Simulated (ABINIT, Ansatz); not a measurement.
## How the form of the self-energy moves the gap of CsCaBr3 (Pm-3m)

Wanted: the gap of CsCaBr3 (Pm-3m) under several approximations, with cost.

Main program and level: ABINIT 10.8.3; LDA and many-body steps on it, plane waves.

### 1. The starting structure

The structure is cubic, space group Pm-3m (No. 221). The conventional cell has a = 5.709 Å, b = 5.709 Å, c = 5.709 Å, α = 90.00°, β = 90.00°, γ = 90.00°. Nearest to Cs lie 12 Br at 4.04 Å. Nearest to Ca lie 6 Br at 2.85 Å. Nearest to Br lie 2 Ca at 2.85 Å and 4 Cs at 4.04 Å. Farther neighbours and most contacts between anions are not listed.

The cell and positions are those that the Materials Project relaxed with its own functionals (PBE, PBE+U or r2SCAN), kept fixed. Spin-orbit coupling is left out unless a step names it.

### 2. Empty states on the mesh, 2×2×2 mesh, 631 bands

This step: ABINIT 10.8.3; DFT, LDA, plane waves, norm-conserving pseudopotentials.

The sums over transitions need many empty states on a uniform mesh; this step solves for them.

Contents of run.abi:

```
acell 3*1.0 Angstrom
rprim 
  5.708665730000 0.000000000000 0.000000000000
  0.000000000000 5.708665730000 0.000000000000
  0.000000000000 0.000000000000 5.708665730000
ntypat 3
znucl 55 20 35
natom 5
typat 1 2 3 3 3
xred 
  0.000000000000 0.000000000000 0.000000000000
  0.500000000000 0.500000000000 0.500000000000
  0.500000000000 0.000000000000 0.500000000000
  0.000000000000 0.500000000000 0.500000000000
  0.500000000000 0.500000000000 0.000000000000
pp_dirpath "pseudos"
pseudos "Cs.upf, Ca.upf, Br.upf"
ecut 30
ngkpt 2 2 2
nshiftk 1
shiftk 0 0 0
kptopt 1
chksymbreak 0
iscf -2
irdden 1
istwfk *1
nband 631
nbdbuf 56
tolwfr 1e-09
nstep 60
prtvol 0
indata_prefix "in"
outdata_prefix "out"
tmpdata_prefix "tmp"
```

Run with:

```sh
> OMP_NUM_THREADS=1 mpirun -n 4 abinit run.abi > log
```

Numbers of over 12 decimals in the logs are rounded to 6 here.

Output:

```text
.Version 10.8.3 of ABINIT. v10.8.2 released Aug 2026.

 Symmetries : space group Pm -3 m (#221); Bravais cP (primitive cubic)
[... echo of the input left out ...]
== DATASET  1 ==================================================================
-   mpi_nproc: 4, omp_nthreads: 1 (-1 if OMP is not activated)

--- !DatasetInfo
iteration_state: {dtset: 1, }
dimensions: {natom: 5, nkpt: 4, mband: 631, nsppol: 1, nspinor: 1, nspden: 1, mpw: 9952, }
cutoff_energies: {ecut:  30.0, pawecutdg:  -1.0, }
[...]
4.35160    4.35174    4.36227    4.36227    4.36227    4.37359    4.37359    4.37359
   4.39670    4.39670    4.39670    4.41007    4.42569    4.42570    4.47419    4.47424
   4.47482    4.51483    4.51538    4.51630    4.51759    4.52204    4.54366
 prteigrs : prtvol=0 or 1, do not print more k-points.

== END DATASET(S) ==============================================================
================================================================================

 -outvars: echo values of variables after computation  --------
            nband         631
             nkpt           4
          spgroup         221
 [... the other variables as echoed above ...]

 Calculation completed.
```

It took 12 min on 4 MPI ranks of Arm Neoverse V1, shared host; peak memory 0.81 GiB; 47 min of CPU time.

Numbers from this step:

```
gap                                                           : 4.079 eV
k of the valence top                                          : 0.5, 0.5, 0.5
k of the conduction bottom                                    : 0, 0, 0
least direct gap                                              : 4.333 eV
k points computed                                             : 4
lowest point of the top converged band, above the valence top : 113.8924 eV
```

On this mesh the gap is 4.079 eV.

The density comes from a self-consistent run that is not shown.

### 3. Screening, 2×2×2 mesh, 246 bands, screening to 141.5 eV

The RPA dielectric matrix is built and inverted for each q.

This step: RPA screening on LDA, plane waves, norm-conserving pseudopotentials.

Changes to run.abi since step 2:

```diff
@@ -23,10 +23,11 @@
 chksymbreak 0
-iscf -2
-irdden 1
 istwfk *1
-nband 631
-nbdbuf 56
-tolwfr 1e-09
-nstep 60
-prtvol 0
+occopt 1
+irdwfk 1
+optdriver 3
+nband 246
+ecuteps 5.2
+inclvkb 2
+awtr 1
+symchi 1
 indata_prefix "in"
```

Output:

```text
.Version 10.8.3 of ABINIT. v10.8.2 released Aug 2026.

 Symmetries : space group Pm -3 m (#221); Bravais cP (primitive cubic)
[... echo of the input left out ...]
== DATASET  1 ==================================================================
-   mpi_nproc: 4, omp_nthreads: 1 (-1 if OMP is not activated)

--- !DatasetInfo
iteration_state: {dtset: 1, }
dimensions: {natom: 5, nkpt: 4, mband: 246, nsppol: 1, nspinor: 1, nspden: 1, mpw: 9952, }
cutoff_energies: {ecut:  30.0, pawecutdg:  -1.0, }
electrons: {nelect:   4.00000000E+01, charge:   0.00000000E+00, occopt:   1.00000000E+00, tsmear:   1.00000000E-02, }

 SCREENING: Calculation of the susceptibility and dielectric matrices

 Based on a program developped by R.W. Godby, V. Olevano, G. Onida, and L. Reining.
 Incorporated in ABINIT by V. Olevano, G.-M. Rignanese, and M. Torrent.
.Using double precision arithmetic ; gwpc =  8

[... cell and pseudopotentials left out ...]
--------------------------------------------------------------------------------

 ==== K-mesh for the wavefunctions ====
 Number of points in the irreducible wedge :     4
[... list of points left out ...]
 Together with 48 symmetry operations and time-reversal symmetry
 yields     8 points in the full Brillouin Zone.

 ==== Q-mesh for the screening function ====
 Number of points in the irreducible wedge :     4
[... list of points left out ...]
 Together with 48 symmetry operations and time-reversal symmetry
 yields     8 points in the full Brillouin Zone.

 setmesh: FFT mesh size selected  =    40x   40x   40
          total number of points  =        64000

 vcoul_init : cutoff-mode = AUXILIARY_FUNCTION
 q-points for optical limit:   1
     1)      0.000010    0.000020    0.000030

- screening: taking advantage of time-reversal symmetry
- Maximum band index for partially occupied states nbvw = 20
- Remaining bands to be divided among processors   nbcw = 226
- Number of bands treated by each node ~56

 Number of electrons calculated from density =   40.0000; Expected =   40.0000
 average of density, n =  0.031861
 r_s =    1.9568
 omega_plasma =   17.2181 [eV]

 calculating chi0 at frequencies [eV] :
  1    0.000000E+00    0.000000E+00
  2    0.000000E+00    1.721811E+01

--------------------------------------------------------------------------------
  q-point number  1        q = ( 0.000000, 0.000000, 0.000000) [r.l.u.]
--------------------------------------------------------------------------------
[... chi0 elements left out ...]
 For q-point:  0.000010 0.000020 0.000030
  dielectric constant =   3.2033
  dielectric constant without local fields =   3.7814

  Average fulfillment of the sum rule on Im[epsilon] for q-point    1 :     82.13  [%]
[... wings left out ...]
  q-point number  2        q = ( 0.500000, 0.000000, 0.000000) [r.l.u.]
--------------------------------------------------------------------------------
[... chi0 elements left out ...]
  Average fulfillment of the sum rule on Im[epsilon] for q-point    2 :     86.45  [%]

 [... 2 further q-points ...]
```

It took 93 s on 4 MPI ranks; peak memory 2.2 GiB; 6.2 min of CPU time.

This step gave:

| Quantity | Value |
| --- | --- |
| ε∞ with local fields, on this mesh, along the program's q direction | 3.203 |
| the same without local fields | 3.781 |
| plasma frequency | 17.22 eV |
| plane waves in the screening matrix | 739 |

Local fields lower ε∞ by 15 %. On a Γ-centred mesh this coarse the value itself is usually too large, while a short band sum pulls it down.

### 4. G0W0, Godby-Needs plasmon pole

The self-energy is evaluated for the states that the input lists, and the levels follow from it, in one-shot runs by the linearised quasiparticle equation.

This step: G0W0 on LDA, plane waves, norm-conserving pseudopotentials.

Changes to run.abi since step 3:

```diff
@@ -26,8 +26,17 @@
 irdwfk 1
-optdriver 3
+optdriver 4
 nband 246
+gwcalctyp 0
+ecutsigx 30
+symsigma 1
+nkptgw 2
+kptgw 
+  0.5000000000 0.5000000000 0.5000000000
+  0.0000000000 0.0000000000 0.0000000000
+bdgw 
+  18 23
+  18 24
 ecuteps 5.2
-inclvkb 2
-awtr 1
-symchi 1
+irdscr 1
+ppmodel 1
 indata_prefix "in"
```

Output:

```text
.Version 10.8.3 of ABINIT. v10.8.2 released Aug 2026.

 Symmetries : space group Pm -3 m (#221); Bravais cP (primitive cubic)
[... echo of the input left out ...]
== DATASET  1 ==================================================================
-   mpi_nproc: 4, omp_nthreads: 1 (-1 if OMP is not activated)

--- !DatasetInfo
iteration_state: {dtset: 1, }
dimensions: {natom: 5, nkpt: 4, mband: 246, nsppol: 1, nspinor: 1, nspden: 1, mpw: 9952, }
cutoff_energies: {ecut:  30.0, pawecutdg:  -1.0, }
electrons: {nelect:   4.00000000E+01, charge:   0.00000000E+00, occopt:   1.00000000E+00, tsmear:   1.00000000E-02, }

 SIGMA: Calculation of the GW corrections

 Based on a program developped by R.W. Godby, V. Olevano, G. Onida, and L. Reining.
 Incorporated in ABINIT by V. Olevano, G.-M. Rignanese, and M. Torrent.
.Using double precision arithmetic ; gwpc =  8

[... cell and pseudopotentials left out ...]
--------------------------------------------------------------------------------

 ==== K-mesh for the wavefunctions ====
 Number of points in the irreducible wedge :     4
[... list of points left out ...]
 Together with 48 symmetry operations and time-reversal symmetry
 yields     8 points in the full Brillouin Zone.

 ==== Q-mesh for screening function ====
 Number of points in the irreducible wedge :     4
[... list of points left out ...]
 Together with 48 symmetry operations and time-reversal symmetry
 yields     8 points in the full Brillouin Zone.

 vcoul_init : cutoff-mode = AUXILIARY_FUNCTION
 q-points for optical limit:   1
     1)      0.000010    0.000020    0.000030
 setmesh: FFT mesh size selected  =    54x   54x   54
          total number of points  =       157464

 Number of electrons calculated from density =   40.0000; Expected =   40.0000
 average of density, n =  0.031861
 r_s =    1.9568
 omega_plasma =   17.2181 [eV]

 === KS Band Gaps ===
  >>>> For spin  1
   Minimum direct gap =   4.3325 [eV], located at k-point      :   0.0000  0.0000  0.0000
   Fundamental gap    =   4.0789 [eV], Top of valence bands at :   0.5000  0.5000  0.5000
                                       Bottom of conduction at :   0.0000  0.0000  0.0000
 SIGMA fundamental parameters:
 PLASMON POLE MODEL  1
 number of plane-waves for SigmaX                 9795
 number of plane-waves for SigmaC and W            739
 number of plane-waves for wavefunctions          9795
 number of bands                                   246
 number of independent spin polarizations            1
 number of spinorial components                      1
 number of k-points in IBZ                           4
 number of q-points in IBZ                           4
 number of symmetry operations                      48
 number of k-points in BZ                            8
 number of q-points in BZ                            8
 number of frequencies for dSigma/dE                 9
 frequency step for dSigma/dE [eV]                0.25
 number of omega for Sigma on real axis              0
 max omega for Sigma on real axis  [eV]           0.00
 zcut for avoiding poles [eV]                     0.10

 EPSILON^-1 parameters (SCR file):
 dimension of the eps^-1 matrix on file            739
 dimension of the eps^-1 matrix used               739
 number of plane-waves for wavefunctions          9795
 number of bands                                   246
 number of q-points in IBZ                           4
 number of frequencies                               2
 number of real frequencies                          1
 number of imag frequencies                          1

 matrix elements of self-energy operator (all in [eV])

 Perturbative Calculation

--- !SelfEnergy_ee
iteration_state: {dtset: 1, }
kpoint     : [   0.500,    0.500,    0.500, ]
spin       : 1
KS_gap     :    5.719
QP_gap     :    8.059
Delta_QP_KS:    2.340
data: !SigmaeeData |
     Band     E0 <VxcDFT>   SigX SigC(E0)      Z dSigC/dE  Sig(E)    E-E0       E
       18   0.587 -12.794 -16.353   2.055   0.801  -0.248 -13.999  -1.205  -0.619
       19   0.587 -12.794 -16.353   2.055   0.801  -0.248 -13.999  -1.205  -0.619
       20   0.587 -12.794 -16.353   2.055   0.801  -0.248 -13.999  -1.205  -0.619
       21   6.306  -7.934  -3.495  -3.098   0.846  -0.183  -6.800   1.134   7.440
       22   6.306  -7.934  -3.495  -3.098   0.846  -0.183  -6.800   1.134   7.440
       23   6.306  -7.934  -3.495  -3.098   0.846  -0.183  -6.800   1.134   7.440

--- !SelfEnergy_ee
iteration_state: {dtset: 1, }
kpoint     : [   0.000,    0.000,    0.000, ]
spin       : 1
KS_gap     :    4.332
QP_gap     :    6.582
Delta_QP_KS:    2.249
data: !SigmaeeData |
     Band     E0 <VxcDFT>   SigX SigC(E0)      Z dSigC/dE  Sig(E)    E-E0       E
[...]
22   5.101 -11.208  -5.425  -3.508   0.827  -0.210  -9.328   1.880   6.981
       23   5.101 -11.208  -5.425  -3.508   0.827  -0.210  -9.328   1.880   6.981
       24   5.101 -11.208  -5.425  -3.508   0.827  -0.210  -9.328   1.880   6.981

== END DATASET(S) ==============================================================
================================================================================

 -outvars: echo values of variables after computation  --------
           etotal      0.0000000000E+00
            nband         246
             nkpt           4
          spgroup         221
 [... the other variables as echoed above ...]

 Calculation completed.
```

Elapsed: 87 s, on 4 MPI ranks; peak memory 2.3 GiB; 5.8 min of CPU time.

Numbers from this step:

| Property | Result |
| --- | --- |
| G0W0 gap on the points computed | 6.328 eV |
| starting gap on the mesh | 4.079 eV |
| k of the valence top | 0.5, 0.5, 0.5 |
| k of the conduction bottom | 0, 0, 0 |
| Z at the valence top | 0.801 |
| Z at the conduction bottom | 0.85 |
| least direct G0W0 gap on the computed points | 6.582 eV |

The gap on the mesh goes from 4.08 eV to 6.33 eV, a correction of +2.25 eV.

### 5. G0W0, von der Linden-Horsch plasmon pole

Changes to run.abi since step 4:

```diff
@@ -40,3 +40,3 @@
 irdscr 1
-ppmodel 1
+ppmodel 3
 indata_prefix "in"
```

Output:

```text
.Version 10.8.3 of ABINIT. v10.8.2 released Aug 2026.

 Symmetries : space group Pm -3 m (#221); Bravais cP (primitive cubic)
[... echo of the input left out ...]
== DATASET  1 ==================================================================
-   mpi_nproc: 4, omp_nthreads: 1 (-1 if OMP is not activated)

--- !DatasetInfo
iteration_state: {dtset: 1, }
dimensions: {natom: 5, nkpt: 4, mband: 246, nsppol: 1, nspinor: 1, nspden: 1, mpw: 9952, }
cutoff_energies: {ecut:  30.0, pawecutdg:  -1.0, }
electrons: {nelect:   4.00000000E+01, charge:   0.00000000E+00, occopt:   1.00000000E+00, tsmear:   1.00000000E-02, }

 SIGMA: Calculation of the GW corrections

 Based on a program developped by R.W. Godby, V. Olevano, G. Onida, and L. Reining.
 Incorporated in ABINIT by V. Olevano, G.-M. Rignanese, and M. Torrent.
.Using double precision arithmetic ; gwpc =  8

[... cell and pseudopotentials left out ...]
--------------------------------------------------------------------------------

 ==== K-mesh for the wavefunctions ====
 Number of points in the irreducible wedge :     4
[... list of points left out ...]
 Together with 48 symmetry operations and time-reversal symmetry
 yields     8 points in the full Brillouin Zone.

 ==== Q-mesh for screening function ====
 Number of points in the irreducible wedge :     4
[... list of points left out ...]
 Together with 48 symmetry operations and time-reversal symmetry
 yields     8 points in the full Brillouin Zone.

 vcoul_init : cutoff-mode = AUXILIARY_FUNCTION
 q-points for optical limit:   1
     1)      0.000010    0.000020    0.000030
 setmesh: FFT mesh size selected  =    54x   54x   54
          total number of points  =       157464

 Number of electrons calculated from density =   40.0000; Expected =   40.0000
[...]
number of omega for Sigma on real axis              0
 max omega for Sigma on real axis  [eV]           0.00
 zcut for avoiding poles [eV]                     0.10

 EPSILON^-1 parameters (SCR file):
 dimension of the eps^-1 matrix on file            739
 dimension of the eps^-1 matrix used               739
 number of plane-waves for wavefunctions          9795
 number of bands                                   246
 number of q-points in IBZ                           4
 number of frequencies                               2
 number of real frequencies                          1
 number of imag frequencies                          1

 matrix elements of self-energy operator (all in [eV])

 Perturbative Calculation

--- !SelfEnergy_ee
iteration_state: {dtset: 1, }
kpoint     : [   0.500,    0.500,    0.500, ]
spin       : 1
KS_gap     :    5.719
QP_gap     :    8.183
Delta_QP_KS:    2.464
data: !SigmaeeData |
     Band     E0 <VxcDFT>   SigX SigC(E0)      Z dSigC/dE  Sig(E)    E-E0       E
       18   0.587 -12.794 -16.353   1.759   0.852  -0.174 -14.327  -1.533  -0.946
       19   0.587 -12.794 -16.353   1.759   0.852  -0.174 -14.327  -1.533  -0.946
       20   0.587 -12.794 -16.353   1.759   0.852  -0.174 -14.327  -1.533  -0.946
[...]
--- !SelfEnergy_ee
iteration_state: {dtset: 1, }
kpoint     : [   0.000,    0.000,    0.000, ]
spin       : 1
KS_gap     :    4.332
QP_gap     :    6.694
Delta_QP_KS:    2.362
data: !SigmaeeData |
     Band     E0 <VxcDFT>   SigX SigC(E0)      Z dSigC/dE  Sig(E)    E-E0       E
[...]
23   5.101 -11.208  -5.425  -3.777   0.871  -0.149  -9.462   1.746   6.847
       24   5.101 -11.208  -5.425  -3.777   0.871  -0.149  -9.462   1.746   6.847

== END DATASET(S) ==============================================================
================================================================================

 -outvars: echo values of variables after computation  --------
           etotal      0.0000000000E+00
            nband         246
             nkpt           4
          spgroup         221
 [... the other variables as echoed above ...]

 Calculation completed.
```

Elapsed: 38 s, on 4 MPI ranks; peak memory 2 GiB; 2.5 min of CPU time.

This step gave:

| Property | Result |
| --- | --- |
| G0W0 gap on the points computed | 6.441 eV |
| starting gap on the mesh | 4.079 eV |
| k of the valence top | 0.5, 0.5, 0.5 |
| k of the conduction bottom | 0, 0, 0 |
| Z at the valence top | 0.852 |
| Z at the conduction bottom | 0.889 |
| least direct G0W0 gap on the computed points | 6.694 eV |

Against G0W0 in ABINIT (2×2×2 mesh, 246 bands, screening to 141.5 eV, Godby-Needs plasmon pole), the gap moves by +0.113 eV.

### 6. G0W0, Hybertsen-Louie plasmon pole

Changes to run.abi since step 5:

```diff
@@ -40,3 +40,3 @@
 irdscr 1
-ppmodel 3
+ppmodel 2
 indata_prefix "in"
```

Output:

```text
.Version 10.8.3 of ABINIT. v10.8.2 released Aug 2026.

 Symmetries : space group Pm -3 m (#221); Bravais cP (primitive cubic)
[... echo of the input left out ...]
== DATASET  1 ==================================================================
-   mpi_nproc: 4, omp_nthreads: 1 (-1 if OMP is not activated)

--- !DatasetInfo
iteration_state: {dtset: 1, }
dimensions: {natom: 5, nkpt: 4, mband: 246, nsppol: 1, nspinor: 1, nspden: 1, mpw: 9952, }
cutoff_energies: {ecut:  30.0, pawecutdg:  -1.0, }
[...]
Band     E0 <VxcDFT>   SigX SigC(E0)      Z dSigC/dE  Sig(E)    E-E0       E
[...]
23   5.101 -11.208  -5.425  -3.620   0.860  -0.162  -9.347   1.861   6.962
       24   5.101 -11.208  -5.425  -3.620   0.860  -0.162  -9.347   1.861   6.962

== END DATASET(S) ==============================================================
================================================================================

 -outvars: echo values of variables after computation  --------
           etotal      0.0000000000E+00
            nband         246
             nkpt           4
          spgroup         221
 [... the other variables as echoed above ...]

 Calculation completed.
```

Wall time 84 s (4 MPI ranks); peak memory 2.2 GiB.

This step gave:

| Property | Result |
| --- | --- |
| G0W0 gap on the points computed | 6.469 eV |
| starting gap on the mesh | 4.079 eV |
| k of the valence top | 0.5, 0.5, 0.5 |
| k of the conduction bottom | 0, 0, 0 |
| least direct G0W0 gap on the computed points | 6.722 eV |

Against G0W0 in ABINIT (2×2×2 mesh, 246 bands, screening to 141.5 eV, Godby-Needs plasmon pole), the gap moves by +0.141 eV.

[end of part 1 of 2]

[Paths, hosts, dates, memory and timing lines, banners, echoed tables and standing remarks are left out of the program output.]

[Logs are printed without paths, hosts, clocks, repeated set-up lines and the standing remarks that a program may print on its own settings, such as how far it seeks lower states.]

[Runs of the session that timed out or met a known fault of the program may be left out.]

[Hosts, paths, dates, database ids (printed as entryN), source tags and the programs' standing remarks are cut or masked in the printed files.]

[G0W0 gaps are taken among the corrected bands and points alone; a level outside them can change the order at an edge.]

[Where Ansatz stands beside ABINIT at settings called matched, ABINIT's density can come from a denser mesh and the files from another edition; pairs whose starting gaps differed by over 0.03 eV were left out, so agreement reads better than it is.]
